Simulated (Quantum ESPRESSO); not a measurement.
# Constrained canting in MnO, part 2 of 3

Wanted: bilinear and biquadratic couplings of MnO from constrained non-collinear runs.

Quantum ESPRESSO 7.5; PBEsol with U = 4 eV on Mn d (ortho-atomic projectors); plane waves with GBRV 1.5 PBEsol potentials, no spin-orbit coupling.

So far, largest spin moment in the atom's sphere (μB): step 2 (the collinear order that defines the sublattices) 3.92; step 3 (ferromagnetic, Kohn–Sham states 34, start moments [4.5, 4.5 …) 3.96.

**4. Angle 0°, no penalty**

The two sets tilt by half the angle to either side of z. A collinear state is stationary and needs no penalty.

Contents of pw.in:

```
&CONTROL
  calculation = 'scf'
  prefix = 'pwscf'
  outdir = './tmp'
  pseudo_dir = './pseudo'
  disk_io = 'nowf'
/
&SYSTEM
  ibrav = 0
  celldm(1) = 8
  nat = 4
  ntyp = 2
  ecutwfc = 34
  ecutrho = 238
  nbnd = 60
  occupations = 'smearing'
  smearing = 'fd'
  degauss = 0.00999582
  noncolin = .true.
  starting_magnetization(1) = 0.2607
  angle1(1) = 0
  angle2(1) = 0
  starting_magnetization(2) = 0
  nosym = .true.
/
&ELECTRONS
  conv_thr = 4d-08
  electron_maxstep = 150
  mixing_beta = 0.3
/
ATOMIC_SPECIES
Mn     54.9380 mn_pbesol_v1.5.uspp.F.UPF
O      15.9990 o_pbesol_v1.2.uspp.F.UPF
CELL_PARAMETERS alat
   0.7964486968001    0.0000000000000    0.0000000000000
  -0.3982243484000    0.6897448042304    0.0000000000000
   0.0000000000000    0.0000000000000    1.2721400055215
ATOMIC_POSITIONS crystal
Mn      0.3333333333    0.6666666667    0.0109600000
Mn      0.6666666667    0.3333333333    0.5109600000
O       0.3333333333    0.6666666667    0.3754700000
O       0.6666666667    0.3333333333    0.8754700000
K_POINTS automatic
6 6 6 0 0 0
HUBBARD {ortho-atomic}
U Mn-3d 4.0000
```

Command:

```bash
OMP_NUM_THREADS=1 mpirun -n 4 pw.x -nk 4 -in pw.in > pw.out
```

Output:

```text
[banner, memory and clock lines left out]
Program PWSCF v.7.5 starts

     Fixed quantization axis for GGA:     0.000000    0.000000    1.000000

     bravais-lattice index     =            0
     lattice parameter (alat)  =       8.0000  a.u.
     unit-cell volume          =     357.8089 (a.u.)^3
     number of atoms/cell      =            4
     number of atomic types    =            2
     number of electrons       =        42.00
     number of Kohn-Sham states=           60
     kinetic-energy cutoff     =      34.0000  Ry
     charge density cutoff     =     238.0000  Ry
     scf convergence threshold =      4.0E-08
     mixing beta               =       0.3000
     number of iterations used =            8  plain     mixing
     Exchange-correlation= SLA  PW   PSX  PSC
                           (   1   4  10   8   0   0   0)
     Noncollinear calculation without spin-orbit

     Hubbard projectors: ortho-atomic
     Hubbard parameters of DFT+U (Dudarev formulation) in eV:
     U(Mn-3d) =  4.0000

     Internal variables: lda_plus_u =T, lda_plus_u_kind = 0

     Internal variables: orbital_resolved =F, hub_pot_fix =F, apply_U = F

     [... lines left out ...]
     PseudoPot. # 1 for Mn read from file:
     mn_pbesol_v1.5.uspp.F.UPF
     Pseudo is Ultrasoft + core correction, Zval = 15.0

     PseudoPot. # 2 for O  read from file:
     o_pbesol_v1.2.uspp.F.UPF
     Pseudo is Ultrasoft + core correction, Zval =  6.0

     atomic species   valence    mass     pseudopotential
     Mn               15.00    54.93800     Mn( 1.00)
     O                 6.00    15.99900     O ( 1.00)

     No symmetry found

   Cartesian axes

     site n.     atom                  positions (alat units)
         1        Mn     tau(   1) = (  -0.0000000   0.4598299   0.0139427  )
         2        Mn     tau(   2) = (   0.3982243   0.2299149   0.6500127  )
         3        O      tau(   3) = (  -0.0000000   0.4598299   0.4776504  )
         4        O      tau(   4) = (   0.3982243   0.2299149   1.1137204  )

     number of k points=   216  Fermi-Dirac smearing, width (Ry)=  0.0100

     Number of k-points >= 100: set verbosity='high' to print them.

     Dense  grid:    22261 G-vectors     FFT dimensions: (  32,  32,  50)

     Smooth grid:     9571 G-vectors     FFT dimensions: (  24,  24,  40)

     Check: negative core charge=   -0.000030
     Generating pointlists ...
     new r_m :   0.1913 (alat units)  1.5302 (a.u.) for type    1
     new r_m :   0.1913 (alat units)  1.5302 (a.u.) for type    2

     Initial potential from superposition of free atoms

     starting charge      40.9998, renormalised to      42.0000

     STARTING HUBBARD OCCUPATIONS:

     ================= HUBBARD OCCUPATIONS ================
     ------------------------ ATOM    1 ------------------------
     Tr[ns(  1)] (up, down, total) =   5.00000  0.00000  5.00000
     [... lines left out ...]
     Atomic magnetic moment mx, my, mz =     0.000000    0.000000    5.000000
     ------------------------ ATOM    2 ------------------------
     Tr[ns(  2)] (up, down, total) =   5.00000  0.00000  5.00000
     [... lines left out ...]
     Atomic magnetic moment mx, my, mz =     0.000000    0.000000    5.000000

     Number of occupied Hubbard levels =   10.0000

     atom number    1 relative position :   -0.0000   0.4598   0.0139
     charge :    12.253836  (integrated on a sphere of radius 0.191)
     magnetization :          0.000000    0.000000    3.178350
     magnetization/charge:    0.000000    0.000000    0.259376
     polar coord.: r, theta, phi [deg] :     3.178350    0.000000  360.000000

     atom number    2 relative position :    0.3982   0.2299   0.6500
     charge :    12.253836  (integrated on a sphere of radius 0.191)
     magnetization :          0.000000    0.000000    3.178350
     magnetization/charge:    0.000000    0.000000    0.259376
     polar coord.: r, theta, phi [deg] :     3.178350    0.000000  360.000000

     atom number    3 relative position :   -0.0000   0.4598   0.4777
     charge :     5.140124  (integrated on a sphere of radius 0.191)
     magnetization :          0.000000    0.000000    0.057724
     magnetization/charge:    0.000000    0.000000    0.011230
     polar coord.: r, theta, phi [deg] :     0.057724    0.000000  360.000000

     atom number    4 relative position :    0.3982   0.2299   1.1137
     charge :     5.140124  (integrated on a sphere of radius 0.191)
     magnetization :          0.000000    0.000000    0.057724
     magnetization/charge:    0.000000    0.000000    0.011230
     polar coord.: r, theta, phi [deg] :     0.057724    0.000000  360.000000

     Atomic wfc used for Hubbard projectors are orthogonalized

     Starting wfcs are   68 randomized atomic wfcs

     Self-consistent Calculation

     iteration #  1     ecut=    34.00 Ry     beta= 0.30
     Davidson diagonalization with overlap
     ethr =  1.00E-02,  avg # of iterations =  2.8

     ================= HUBBARD OCCUPATIONS ================
     ------------------------ ATOM    1 ------------------------
     Tr[ns(  1)] (up, down, total) =   4.76052  0.15096  4.91148
     [... lines left out ...]
     Atomic magnetic moment mx, my, mz =     0.000000   -0.000000    4.609560
     ------------------------ ATOM    2 ------------------------
     Tr[ns(  2)] (up, down, total) =   4.76053  0.15096  4.91149
     [... lines left out ...]
     Atomic magnetic moment mx, my, mz =    -0.000000   -0.000000    4.609566

     Number of occupied Hubbard levels =    9.8230

     total energy              =    -486.22348117 Ry
     estimated scf accuracy    <       1.36551619 Ry

     total magnetization       =    -0.00    -0.00     9.84 Bohr mag/cell
     absolute magnetization    =     9.84 Bohr mag/cell

     [... further iterations left out ...]

     iteration # 10     ecut=    34.00 Ry     beta= 0.30
     Davidson diagonalization with overlap
     ethr =  3.60E-10,  avg # of iterations =  2.0

     atom number    1 relative position :   -0.0000   0.4598   0.0139
     charge :    12.022942  (integrated on a sphere of radius 0.191)
     magnetization :          0.000000    0.000000    3.957575
     magnetization/charge:    0.000000    0.000000    0.329169
     polar coord.: r, theta, phi [deg] :     3.957575    0.000000  360.000000

     atom number    2 relative position :    0.3982   0.2299   0.6500
     charge :    12.022943  (integrated on a sphere of radius 0.191)
     magnetization :          0.000000    0.000000    3.957575
     magnetization/charge:    0.000000    0.000000    0.329169
     polar coord.: r, theta, phi [deg] :     3.957575    0.000000  360.000000

     atom number    3 relative position :   -0.0000   0.4598   0.4777
     charge :     5.411486  (integrated on a sphere of radius 0.191)
     magnetization :          0.000000    0.000000    0.121950
     magnetization/charge:    0.000000    0.000000    0.022535
     polar coord.: r, theta, phi [deg] :     0.121950    0.000000  360.000000

     atom number    4 relative position :    0.3982   0.2299   1.1137
     charge :     5.411492  (integrated on a sphere of radius 0.191)
     magnetization :          0.000000   -0.000000    0.121950
     magnetization/charge:    0.000000   -0.000000    0.022535
     polar coord.: r, theta, phi [deg] :     0.121950    0.000000  360.000000

     End of self-consistent calculation

     ================= HUBBARD OCCUPATIONS ================
     ------------------------ ATOM    1 ------------------------
     Tr[ns(  1)] (up, down, total) =   4.94192  0.27101  5.21293
     [... lines left out ...]
     Atomic magnetic moment mx, my, mz =     0.000000    0.000000    4.670911
     ------------------------ ATOM    2 ------------------------
     Tr[ns(  2)] (up, down, total) =   4.94192  0.27101  5.21293
     [... lines left out ...]
     Atomic magnetic moment mx, my, mz =     0.000000    0.000000    4.670911

     Number of occupied Hubbard levels =   10.4259

     Number of k-points >= 100: set verbosity='high' to print the bands.

     the Fermi energy is    10.0400 ev

!    total energy              =    -486.53748202 Ry
     estimated scf accuracy    <       0.00000002 Ry
     smearing contrib. (-TS)   =      -0.00055150 Ry
     internal energy E=F+TS    =    -486.53693052 Ry

     The total energy is F=E-TS. E is the sum of the following terms:
     one-electron contribution =    -274.74330981 Ry
     hartree contribution      =     154.92609592 Ry
     xc contribution           =     -67.51199016 Ry
     ewald contribution        =    -299.29927089 Ry
     Hubbard energy            =       0.09154442 Ry

     total magnetization       =     0.00     0.00    10.00 Bohr mag/cell
     absolute magnetization    =    10.00 Bohr mag/cell

     convergence has been achieved in  10 iterations
```

The job ended after 2.5 min (4 MPI ranks of Arm Neoverse V1, shared host; peak memory 0.97 GiB).

Spin moment in the atom's sphere by atom:

```tsv
atom	x (μB)	y (μB)	z (μB)	size
Mn1	0.00	0.00	3.96	3.96
Mn2	0.00	0.00	3.96	3.96
O3	0.00	0.00	0.12	0.12
O4	0.00	0.00	0.12	0.12
```

Read from the output:

| Item | Value |
| --- | --- |
| smearing term TS | 0.007503 eV |
| magnetization | 0, 0, 9.999 μB |
| absolute magnetization | 9.999 μB |
| final state | ferromagnetic |

**5. Angle 30°, lambda 2 Ry**

A penalty pulls the polar angle of each moment to the typed one; its size and its azimuth are free.

Contents of pw.in:

```
&CONTROL
  calculation = 'scf'
  prefix = 'pwscf'
  outdir = './tmp'
  pseudo_dir = './pseudo'
  disk_io = 'nowf'
/
&SYSTEM
  ibrav = 0
  celldm(1) = 8
  nat = 4
  ntyp = 4
  ecutwfc = 34
  ecutrho = 238
  nbnd = 60
  occupations = 'smearing'
  smearing = 'fd'
  degauss = 0.00999582
  noncolin = .true.
  starting_magnetization(1) = 0.2607
  angle1(1) = 15
  angle2(1) = 0
  starting_magnetization(2) = 0.2607
  angle1(2) = 15
  angle2(2) = 180
  starting_magnetization(3) = 0.0201
  angle1(3) = 4.764
  angle2(3) = 180
  starting_magnetization(4) = 0.0201
  angle1(4) = 4.764
  angle2(4) = 0
  constrained_magnetization = 'atomic direction'
  lambda = 2
  nosym = .true.
/
&ELECTRONS
  conv_thr = 4d-08
  electron_maxstep = 150
  mixing_beta = 0.3
/
ATOMIC_SPECIES
Mn1    54.9380 mn_pbesol_v1.5.uspp.F.UPF
Mn2    54.9380 mn_pbesol_v1.5.uspp.F.UPF
O1     15.9990 o_pbesol_v1.2.uspp.F.UPF
O2     15.9990 o_pbesol_v1.2.uspp.F.UPF
CELL_PARAMETERS alat
   0.7964486968001    0.0000000000000    0.0000000000000
  -0.3982243484000    0.6897448042304    0.0000000000000
   0.0000000000000    0.0000000000000    1.2721400055215
ATOMIC_POSITIONS crystal
Mn1     0.3333333333    0.6666666667    0.0109600000
Mn2     0.6666666667    0.3333333333    0.5109600000
O1      0.3333333333    0.6666666667    0.3754700000
O2      0.6666666667    0.3333333333    0.8754700000
K_POINTS automatic
6 6 6 0 0 0
HUBBARD {ortho-atomic}
U Mn1-3d 4.0000
U Mn2-3d 4.0000
```

Output:

```text
     [... lines left out ...]
Program PWSCF v.7.5 starts
     [... lines left out ...]
     number of atoms/cell      =            4
     [... lines left out ...]
     number of electrons       =        42.00
     number of Kohn-Sham states=           60
     kinetic-energy cutoff     =      34.0000  Ry
     charge density cutoff     =     238.0000  Ry
     scf convergence threshold =      4.0E-08
     [... lines left out ...]
     Noncollinear calculation without spin-orbit
     [... lines left out ...]
     No symmetry found
     [... lines left out ...]
     number of k points=   216  Fermi-Dirac smearing, width (Ry)=  0.0100
     [... lines left out ...]
     iteration # 14     ecut=    34.00 Ry     beta= 0.30
     [... lines left out ...]
     constraint energy (Ry) =      0.00005999
     atom number    1 relative position :   -0.0000   0.4598   0.0139
     [... lines left out ...]
     magnetization :          1.078598    0.000000    3.804052
     [... lines left out ...]
     atom number    2 relative position :    0.3982   0.2299   0.6500
     [... lines left out ...]
     magnetization :         -1.078549    0.000002    3.804083
     [... lines left out ...]
     atom number    3 relative position :   -0.0000   0.4598   0.4777
     [... lines left out ...]
     magnetization :         -0.010183    0.000000    0.117566
     [... lines left out ...]
     atom number    4 relative position :    0.3982   0.2299   1.1137
     [... lines left out ...]
     magnetization :          0.010530    0.000000    0.117529
     [... lines left out ...]
     Tr[ns(  1)] (up, down, total) =   4.85215  0.36271  5.21487
     [... lines left out ...]
     Tr[ns(  2)] (up, down, total) =   4.85216  0.36268  5.21484
     [... lines left out ...]
     the Fermi energy is    10.0061 ev
!    total energy              =    -486.53869748 Ry
     estimated scf accuracy    <       0.00000001 Ry
     smearing contrib. (-TS)   =      -0.00053525 Ry
     [... lines left out ...]
     total magnetization       =     0.00     0.00     9.61 Bohr mag/cell
     absolute magnetization    =     9.97 Bohr mag/cell
     [... lines left out ...]
     convergence has been achieved in  14 iterations
```

Elapsed: 3.6 min, on 4 MPI ranks; peak memory 0.98 GiB; 15 min of CPU time.

Spin moment in the atom's sphere by atom:

```tsv
atom	x (μB)	y (μB)	z (μB)	size
Mn1	1.08	0.00	3.80	3.95
Mn2	-1.08	0.00	3.80	3.95
O3	-0.01	0.00	0.12	0.12
O4	0.01	0.00	0.12	0.12
```

This step gave:

| Item | Value |
| --- | --- |
| smearing term TS | 0.007282 eV |
| magnetization | 0, 0, 9.609 μB |
| absolute magnetization | 9.973 μB |
| penalty energy | 0.8162 meV |
| final state | non-collinear |

**6. Angle 60°, lambda 2 Ry**

pw.in: that of step 5 with these lines changed.

```diff
@@ -20,12 +20,12 @@
   starting_magnetization(1) = 0.2607
-  angle1(1) = 15
+  angle1(1) = 30
   angle2(1) = 0
   starting_magnetization(2) = 0.2607
-  angle1(2) = 15
+  angle1(2) = 30
   angle2(2) = 180
-  starting_magnetization(3) = 0.0201
-  angle1(3) = 4.764
+  starting_magnetization(3) = 0.019
+  angle1(3) = 15.255
   angle2(3) = 180
-  starting_magnetization(4) = 0.0201
-  angle1(4) = 4.764
+  starting_magnetization(4) = 0.019
+  angle1(4) = 15.255
   angle2(4) = 0
```

Output:

```text
     [... lines left out ...]
Program PWSCF v.7.5 starts
     [... lines left out ...]
     number of atoms/cell      =            4
     [... lines left out ...]
     number of electrons       =        42.00
     number of Kohn-Sham states=           60
     kinetic-energy cutoff     =      34.0000  Ry
     charge density cutoff     =     238.0000  Ry
     scf convergence threshold =      4.0E-08
     [... lines left out ...]
     Noncollinear calculation without spin-orbit
     [... lines left out ...]
     No symmetry found
     [... lines left out ...]
     number of k points=   216  Fermi-Dirac smearing, width (Ry)=  0.0100
     [... lines left out ...]
     iteration # 47     ecut=    34.00 Ry     beta= 0.30
     [... lines left out ...]
     constraint energy (Ry) =      0.00252891
     atom number    1 relative position :   -0.0000   0.4598   0.0139
     [... lines left out ...]
     magnetization :          1.996979    0.001547    3.401542
     [... lines left out ...]
     atom number    2 relative position :    0.3982   0.2299   0.6500
     [... lines left out ...]
     magnetization :         -1.995311    0.000582    3.406525
     [... lines left out ...]
     atom number    3 relative position :   -0.0000   0.4598   0.4777
     [... lines left out ...]
     magnetization :          0.000782    0.000052    0.104827
     [... lines left out ...]
     atom number    4 relative position :    0.3982   0.2299   1.1137
     [... lines left out ...]
     magnetization :          0.028944   -0.000009    0.104177
     [... lines left out ...]
     Tr[ns(  1)] (up, down, total) =   4.61720  0.60329  5.22049
     [... lines left out ...]
     Tr[ns(  2)] (up, down, total) =   4.61834  0.59892  5.21725
     [... lines left out ...]
     the Fermi energy is     9.9317 ev
!    total energy              =    -486.54152824 Ry
     estimated scf accuracy    <       0.00000002 Ry
     smearing contrib. (-TS)   =      -0.00050613 Ry
     [... lines left out ...]
     total magnetization       =     0.01     0.00     8.59 Bohr mag/cell
     absolute magnetization    =     9.91 Bohr mag/cell
     [... lines left out ...]
     convergence has been achieved in  47 iterations
```

It took 15 min on 4 MPI ranks; peak memory 0.99 GiB.

This step gave:

```
smearing term TS       : 0.006886 eV
magnetization          : 0.011, 0.003, 8.592 μB
absolute magnetization : 9.911 μB
penalty energy         : 34.41 meV
final state            : non-collinear
largest moment         : 3.948 μB
```

**7. Angle 90°, lambda 2 Ry**

pw.in: that of step 6 with these lines changed.

```diff
@@ -20,12 +20,12 @@
   starting_magnetization(1) = 0.2607
-  angle1(1) = 30
+  angle1(1) = 45
   angle2(1) = 0
   starting_magnetization(2) = 0.2607
-  angle1(2) = 30
+  angle1(2) = 45
   angle2(2) = 180
-  starting_magnetization(3) = 0.019
-  angle1(3) = 15.255
+  starting_magnetization(3) = 0.0164
+  angle1(3) = 23.962
   angle2(3) = 180
-  starting_magnetization(4) = 0.019
-  angle1(4) = 15.255
+  starting_magnetization(4) = 0.0164
+  angle1(4) = 23.962
   angle2(4) = 0
```

Output:

```text
     [... lines left out ...]
Program PWSCF v.7.5 starts
     [... lines left out ...]
     number of atoms/cell      =            4
     [... lines left out ...]
     number of electrons       =        42.00
     number of Kohn-Sham states=           60
     kinetic-energy cutoff     =      34.0000  Ry
     charge density cutoff     =     238.0000  Ry
     scf convergence threshold =      4.0E-08
     [... lines left out ...]
     Noncollinear calculation without spin-orbit
     [... lines left out ...]
     No symmetry found
     [... lines left out ...]
     number of k points=   216  Fermi-Dirac smearing, width (Ry)=  0.0100
     [... lines left out ...]
     iteration # 78     ecut=    34.00 Ry     beta= 0.30
     [... lines left out ...]
[key lines of the parts left out:]
total magnetization       =     0.03    -0.04     6.98 Bohr mag/cell
total energy              =    -486.54747092 Ry
```

Wall time 38 min (4 MPI ranks); peak memory 0.99 GiB.

Residual by cycle:

cycle, log10 residual and a bar from the least value:
```
        1        1.3 ################
        8        0.3 ###########
       15        0.8 ##############
       22        1.3 #################
       29        0.0 ##########
       36        1.3 #################
       42        3.8 ##############################
       49       -0.8 ######
       56       -0.4 ########
       63       -0.9 #####
       70       -1.3 ###
       77       -1.9
```

The run was cut off at its time limit.

After 77 cycles the residual stands at 0.014.

(Part 2 of 3 ends here.)

[Logs and program files are shortened in this print: banners, set-up blocks, solver, clock and traceback lines can be left out without a mark of their own.]

[Logs are printed without paths, hosts, clocks, repeated set-up lines and the standing remarks that a program may print on its own settings, such as how far it seeks lower states.]

[Hosts, paths, dates, database ids (printed as entryN), source tags and the programs' standing remarks are cut or masked in the printed files.]

[Where a cell is said to come from a database of computed structures, the database is the Materials Project.]
